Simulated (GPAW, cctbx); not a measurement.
# KCdCuSe2: what bonding does to one electron reflection, worked out

KCdCuSe2, I-4m2 (no. 119), a = 4.2304 Å, b = 4.2304 Å, c = 14.2236 Å, α = 90.00°, β = 90.00°, γ = 90.00°.

```csv
atom,mult.,x,y,z
Cd1,2,0,1/2,1/4
Se1,4,0,0,0.3645
Cu1,2,1/2,0,1/4
K1,2,0,0,0
```

The start was made by putting kin elements into a known structure type; the compound need not exist, or be stable, in this form.

A DFT run (GPAW, PBE, 450 eV, 5×5×5 k-points, Fermi–Dirac width 0.05 eV) gives the static X-ray structure factor of 004 as 51.993 e for the conventional cell; superposed free atoms give 52.950 e. **Problem.** Find the Fourier component V of the crystal potential and the two-beam extinction distance at 80 kV in both cases.

### 1. Geometry

The cell volume is Ω = 254.55 Å³ and d(004) = 3.5559 Å, so g = 1/d = 0.2812 Å⁻¹.

### 2. The nuclei

Electrons feel nuclei as well as electrons, so the nuclear charges are summed with the same phases.

Phase sums Σ exp(2πi h·x), turned so that the total is real and positive: Cd +2.000, Se -3.860, Cu +2.000, K +2.000. Then F_Z = 48 × (+2.000) + 34 × (-3.860) + 29 × (+2.000) + 19 × (+2.000) = 60.74 e. The electron term has the same sign for this reflection.

### 3. Mott–Bethe

Poisson's equation, term by term, gives V = (e/4πε₀)(F_Z − F)/(πΩg²), with e/4πε₀ = 14.3996 V Å.

The prefactor is 14.3996 × 3.5559²/(π × 254.55) = 0.22768 V per electron. Free atoms: (60.74 − 52.950) × 0.22768 = 1.775 V. Crystal: (60.74 − 51.993) × 0.22768 = 1.993 V. F changes by -1.81 % and V by +12.3 %: the same 0.96 e is measured against F_Z − F = 7.8 e in place of F = 53.0 e.

### 4. Extinction distance

In the two-beam case ξ = 1/(λU) with U = 2γm₀eV/h², that is ξ = 150.41 V Å²/(γλV).

At 80 kV, λ = 0.04176 Å and γ = 1.1566. Free atoms: ξ = 1755 Å. Crystal: ξ = 1563 Å. The thickness fringes go as sin²(πt/ξ), so the two patterns slip by a quarter of a period when t|1/ξ₁ − 1/ξ₀| = 1/4, at t ≈ 357 nm. Thermal motion, absorption and many-beam coupling, left out here, change a real pattern.

### 5. Answer

V(004) is 1.99 V against 1.77 V, and ξ is 1563 against 1755 Å. Limits: static atoms, two beams.

[Outputs are excerpts: Python notices, other lines and further rows are left out; steps that failed or that the build refused (PBEsol, TPSS) are not shown.]

[Logs are printed without paths, hosts, clocks, repeated set-up lines and the standing remarks that a program may print on its own settings, such as how far it seeks lower states.]
